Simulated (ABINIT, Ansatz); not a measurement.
**SiC (Moissanite): one start, several treatments of the self-energy**

Wanted: the gap of SiC (Moissanite) under several approximations, with cost.

Program: ABINIT 10.8.3. Level of theory: PBE and many-body steps on it, plane waves. Results are calculated unless marked as measured.

**The experiments to reproduce.**

- Gap 3.33 eV: band gap at cryogenic temperature; bulk crystal (literature value) (quoted in “Silicon carbide diodes for neutron detection”, 2020, arxiv:2009.14696).

This is a report of a sequence of runs, with most program output left out.

### 1. Set-up

Symmetry: P6_3mc, No. 186, hexagonal system. Conventional cell: a = 3.076 Å, b = 3.076 Å, c = 5.048 Å, α = 90.00°, β = 90.00°, γ = 120.00°. Nearest to Si lie 4 C at 1.87 to 1.94 Å. Nearest to C lie 4 Si at 1.87 to 1.94 Å. Farther neighbours are not listed.

The cell and positions come from the Crystallography Open Database and are kept as given unless a step says otherwise.

### 2. Empty states on the mesh, 6×6×4 mesh, 553 bands

This step: ABINIT 10.8.3; DFT, PBE, plane waves, norm-conserving pseudopotentials.

The sums over transitions need many empty states on a uniform mesh; this step solves for them.

Input file run.abi:

```
acell 3*1.0 Angstrom
rprim 
  3.075999999976 0.000000000005 0.000000000000
  -1.537999999993 2.663894142018 0.000000000000
  0.000000000000 0.000000000000 5.048000000000
ntypat 2
znucl 14 6
natom 4
typat 1 1 2 2
xred 
  0.333333333333 0.666666666667 0.000000000000
  0.666666666667 0.333333333333 0.500000000000
  0.333333333333 0.666666666667 0.385000000000
  0.666666666667 0.333333333333 0.885000000000
pp_dirpath "pseudos"
pseudos "Si.upf, C.upf"
ecut 37
ngkpt 6 6 4
nshiftk 1
shiftk 0 0 0
kptopt 1
chksymbreak 0
irdden 1
istwfk *1
nband 553
prtvol 0
optdriver 6
gwr_task "HDIAGO"
paral_kgb 0
occopt 1
indata_prefix "in"
outdata_prefix "out"
tmpdata_prefix "tmp"
```

Launch:

```bash
OMP_NUM_THREADS=1 mpirun -n 4 abinit run.abi > log
```

It took 84 s on 4 MPI ranks of Intel Xeon Platinum 8488C (Sapphire Rapids), shared host; peak memory 2.3 GiB; 5.6 min of CPU time.

This step gave:

```
gap                                                           : 2.329 eV
k of the valence top                                          : 0, 0, 0
k of the conduction bottom                                    : 0.3333, 0.3333, 0
least direct gap                                              : 4.083 eV
k points computed                                             : 21
lowest point of the top converged band, above the valence top : 296.1067 eV
```

On this mesh the gap is 2.329 eV.

The density comes from a self-consistent run that is not shown.

### 3. Screening, 6×6×4 mesh, 227 bands, screening to 247.6 eV

The RPA dielectric matrix is built and inverted for each q.

This step: RPA screening on PBE, plane waves, norm-conserving pseudopotentials.

run.abi, as its differences from that of step 2:

```diff
@@ -22,10 +22,11 @@
 chksymbreak 0
-irdden 1
 istwfk *1
-nband 553
-prtvol 0
-optdriver 6
-gwr_task "HDIAGO"
-paral_kgb 0
 occopt 1
+irdwfk 1
+optdriver 3
+nband 227
+ecuteps 9.1
+inclvkb 2
+awtr 1
+symchi 1
 indata_prefix "in"
```

Run time: 6.6 min. Hardware: 4 MPI ranks; peak memory 2.6 GiB.

This step gave:

```
ε∞ with local fields, on this mesh, along the program's q direction : 6.843
the same without local fields                                       : 7.495
plasma frequency                                                    : 23.09 eV
plane waves in the screening matrix                                 : 373
```

Local fields lower ε∞ by 9 %.

### 4. G0W0, Godby-Needs plasmon pole

The self-energy is evaluated for the states that the input lists, and the levels follow from it, in one-shot runs by the linearised quasiparticle equation.

This step: G0W0 on PBE, plane waves, norm-conserving pseudopotentials.

run.abi, as its differences from that of step 3:

```diff
@@ -25,8 +25,19 @@
 irdwfk 1
-optdriver 3
+optdriver 4
 nband 227
+gwcalctyp 0
+ecutsigx 37
+symsigma 1
+nkptgw 3
+kptgw 
+  0.0000000000 0.0000000000 0.0000000000
+  0.3333333333 0.3333333333 0.0000000000
+  0.5000000000 0.0000000000 0.0000000000
+bdgw 
+  6 10
+  7 10
+  7 10
 ecuteps 9.1
-inclvkb 2
-awtr 1
-symchi 1
+irdscr 1
+ppmodel 1
 indata_prefix "in"
```

Wall time 2 min (4 MPI ranks); peak memory 2.9 GiB; 7.9 min of CPU time.

Numbers from this step:

```yaml
g0w0_gap_on_the_points_computed: 3.048 eV
starting_gap_on_the_mesh: 2.329 eV
k_of_the_valence_top: 0, 0, 0
k_of_the_conduction_bottom: 0.3333, 0.3333, 0
z_at_the_valence_top: 0.793
z_at_the_conduction_bottom: 0.825
least_direct_g0w0_gap_on_the_computed_points: 5.035 eV
```

The gap on the mesh goes from 2.33 eV to 3.05 eV, a correction of +0.72 eV.

### 5. G0W0, Hybertsen-Louie plasmon pole

run.abi, as its differences from that of step 4:

```diff
@@ -41,3 +41,3 @@
 irdscr 1
-ppmodel 1
+ppmodel 2
 indata_prefix "in"
```

It took 2 min on 4 MPI ranks; peak memory 2.8 GiB; 7.9 min of CPU time.

This step gave:

```
G0W0 gap on the points computed              : 3.176 eV
starting gap on the mesh                     : 2.329 eV
k of the valence top                         : 0, 0, 0
k of the conduction bottom                   : 0.3333, 0.3333, 0
Z at the valence top                         : 0.816
Z at the conduction bottom                   : 0.842
least direct G0W0 gap on the computed points : 5.180 eV
```

Against G0W0 in ABINIT (6×6×4 mesh, 227 bands, screening to 247.6 eV, Godby-Needs plasmon pole), the gap moves by +0.128 eV.

### 6. G0W0, Engel-Farid plasmon pole

run.abi, as its differences from that of step 5:

```diff
@@ -41,3 +41,3 @@
 irdscr 1
-ppmodel 2
+ppmodel 4
 indata_prefix "in"
```

The job ended after 50 s (4 MPI ranks; peak memory 2.6 GiB; 3.4 min of CPU time).

Numbers from this step:

```yaml
g0w0_gap_on_the_points_computed: 3.204 eV
starting_gap_on_the_mesh: 2.329 eV
k_of_the_valence_top: 0, 0, 0
k_of_the_conduction_bottom: 0.3333, 0.3333, 0
least_direct_g0w0_gap_on_the_computed_points: 5.173 eV
```

Against G0W0 in ABINIT (6×6×4 mesh, 227 bands, screening to 247.6 eV, Godby-Needs plasmon pole), the gap moves by +0.156 eV.

### 7. One-shot Hartree-Fock

This step: one-shot Hartree-Fock on PBE, plane waves, norm-conserving pseudopotentials.

run.abi, as its differences from that of step 6:

```diff
@@ -26,4 +26,4 @@
 optdriver 4
-nband 227
-gwcalctyp 0
+nband 12
+gwcalctyp 5
 ecutsigx 37
@@ -39,5 +39,4 @@
   7 10
-ecuteps 9.1
-irdscr 1
-ppmodel 4
+ixc_sigma 40
+fftgw 31
 indata_prefix "in"
```

Wall time 2.8 s (4 MPI ranks); peak memory 0.16 GiB; 10 s of CPU time.

This step gave:

```
quasiparticle gap on the points computed              : 9.036 eV
starting gap on the mesh                              : 2.329 eV
k of the valence top                                  : 0, 0, 0
k of the conduction bottom                            : 0.3333, 0.3333, 0
least direct quasiparticle gap on the computed points : 11.77 eV
```

Against G0W0 in ABINIT (6×6×4 mesh, 227 bands, screening to 247.6 eV, Godby-Needs plasmon pole), the gap moves by +5.988 eV.

### 8. Screening, 6×6×4 mesh, 227 bands, screening to 247.6 eV

This step: RPA screening on PBE, plane waves, norm-conserving pseudopotentials.

run.abi, as its differences from that of step 7:

```diff
@@ -25,18 +25,14 @@
 irdwfk 1
-optdriver 4
-nband 12
-gwcalctyp 5
-ecutsigx 37
-symsigma 1
-nkptgw 3
-kptgw 
-  0.0000000000 0.0000000000 0.0000000000
-  0.3333333333 0.3333333333 0.0000000000
-  0.5000000000 0.0000000000 0.0000000000
-bdgw 
-  6 10
-  7 10
-  7 10
-ixc_sigma 40
-fftgw 31
+optdriver 3
+nband 227
+ecuteps 9.1
+inclvkb 2
+awtr 1
+symchi 1
+gwcalctyp 2
+nfreqre 16
+freqremax 40 eV
+nfreqim 8
+spmeth 1
+nomegasf 120
 indata_prefix "in"
```

The job ended after 16 min (4 MPI ranks; peak memory 3.1 GiB; 63 min of CPU time).

This step gave:

```yaml
eps_infinity_with_local_fields_on_this_mesh_along_the_program_s_q_direction: 6.934
the_same_without_local_fields: 7.599
plasma_frequency: 23.09 eV
plane_waves_in_the_screening_matrix: 373
```

### 9. G0W0, contour deformation

This step: G0W0 on PBE, plane waves, norm-conserving pseudopotentials.

run.abi, as its differences from that of step 8:

```diff
@@ -25,14 +25,19 @@
 irdwfk 1
-optdriver 3
+optdriver 4
 nband 227
+gwcalctyp 2
+ecutsigx 37
+symsigma 1
+nkptgw 3
+kptgw 
+  0.0000000000 0.0000000000 0.0000000000
+  0.3333333333 0.3333333333 0.0000000000
+  0.5000000000 0.0000000000 0.0000000000
+bdgw 
+  6 10
+  7 10
+  7 10
 ecuteps 9.1
-inclvkb 2
-awtr 1
-symchi 1
-gwcalctyp 2
-nfreqre 16
-freqremax 40 eV
-nfreqim 8
-spmeth 1
-nomegasf 120
+irdscr 1
+gwmem 01
 indata_prefix "in"
```

The job ended after 1.7 min (4 MPI ranks; peak memory 2.5 GiB).

Numbers from this step:

```
G0W0 gap on the points computed              : 3.113 eV
starting gap on the mesh                     : 2.329 eV
k of the valence top                         : 0, 0, 0
k of the conduction bottom                   : 0.3333, 0.3333, 0
least direct G0W0 gap on the computed points : 5.082 eV
```

Against G0W0 in ABINIT (6×6×4 mesh, 227 bands, screening to 247.6 eV, Godby-Needs plasmon pole), the gap moves by +0.065 eV.

### 10. The runs together

Times are wall times on 4 MPI ranks of Intel Xeon Platinum 8488C (Sapphire Rapids), shared host, good to a factor of about two. A run's time includes the screening step that it read.

| run | mesh | bands | screening cutoff (eV) | DFT gap (eV) | gap on the mesh (eV) | direct (eV) | ε∞ used | time |
| --- | --- | --- | --- | --- | --- | --- | --- | --- |
| G0W0, Godby-Needs plasmon pole | 6×6×4 | 227 | 247.6 | 2.329 | 3.048 | 5.035 | 6.84 | 8.6 min |
| G0W0, Hybertsen-Louie plasmon pole | 6×6×4 | 227 | 247.6 | 2.329 | 3.176 | 5.180 | 6.84 | 8.6 min |
| G0W0, Engel-Farid plasmon pole | 6×6×4 | 227 | 247.6 | 2.329 | 3.204 | 5.173 | 6.84 | 7.4 min |
| one-shot Hartree-Fock | 6×6×4 | - | - | 2.329 | 9.036 | 11.771 | - | 2.8 s |
| G0W0, contour deformation | 6×6×4 | 227 | 247.6 | 2.329 | 3.113 | 5.082 | 6.93 | 17 min |

### 11. Results

| Quantity | Value |
| --- | --- |
| G0W0, Godby-Needs plasmon pole | 3.048 eV |
| G0W0, Hybertsen-Louie plasmon pole | 3.176 eV |
| G0W0, Engel-Farid plasmon pole | 3.204 eV |
| one-shot Hartree-Fock | 9.036 eV |
| G0W0, contour deformation | 3.113 eV |
| known limits | not at the basis limit |

**Reading.** G0W0, Hybertsen-Louie plasmon pole: +0.128 eV against G0W0, Godby-Needs plasmon pole. G0W0, Engel-Farid plasmon pole: +0.156 eV against G0W0, Godby-Needs plasmon pole. One-shot Hartree-Fock: +5.988 eV against G0W0, Godby-Needs plasmon pole. G0W0, contour deformation: +0.065 eV against G0W0, Godby-Needs plasmon pole. Bare exchange alone opens the gap to 9.04 eV; against G0W0, correlation takes back 5.99 eV. Against experiment, by G0W0, Godby-Needs plasmon pole: the gap of 3.05 eV lies −0.28 eV from the measured 3.33 eV (kind not stated, quoted 2020). These are gaps on the mesh, at modest bands and cutoff. The calculation has static nuclei and no excitons; a measured gap holds zero-point and thermal motion, which mostly lowers it. Bands and cutoff are finite, so the gap is not at the basis limit. The miss can reach some tenths of an eV and take either sign; the mesh is an error of its own. In the G0W0 runs levels were corrected at 3 k points alone, so a gap called «on the mesh» is the least over those, and an edge elsewhere would be missed.

[Paths, hosts, dates, memory and timing lines, banners, echoed tables and standing remarks are left out of the program output.]

[Logs are printed without paths, hosts, clocks, repeated set-up lines and the standing remarks that a program may print on its own settings, such as how far it seeks lower states.]

[Runs of the session that timed out or met a known fault of the program may be left out.]

[Hosts, paths, dates, database ids (printed as entryN), source tags and the programs' standing remarks are cut or masked in the printed files.]

[G0W0 gaps are taken among the corrected bands and points alone; a level outside them can change the order at an edge.]

[Where Ansatz stands beside ABINIT at settings called matched, ABINIT's density can come from a denser mesh and the files from another edition; pairs whose starting gaps differed by over 0.03 eV were left out, so agreement reads better than it is.]
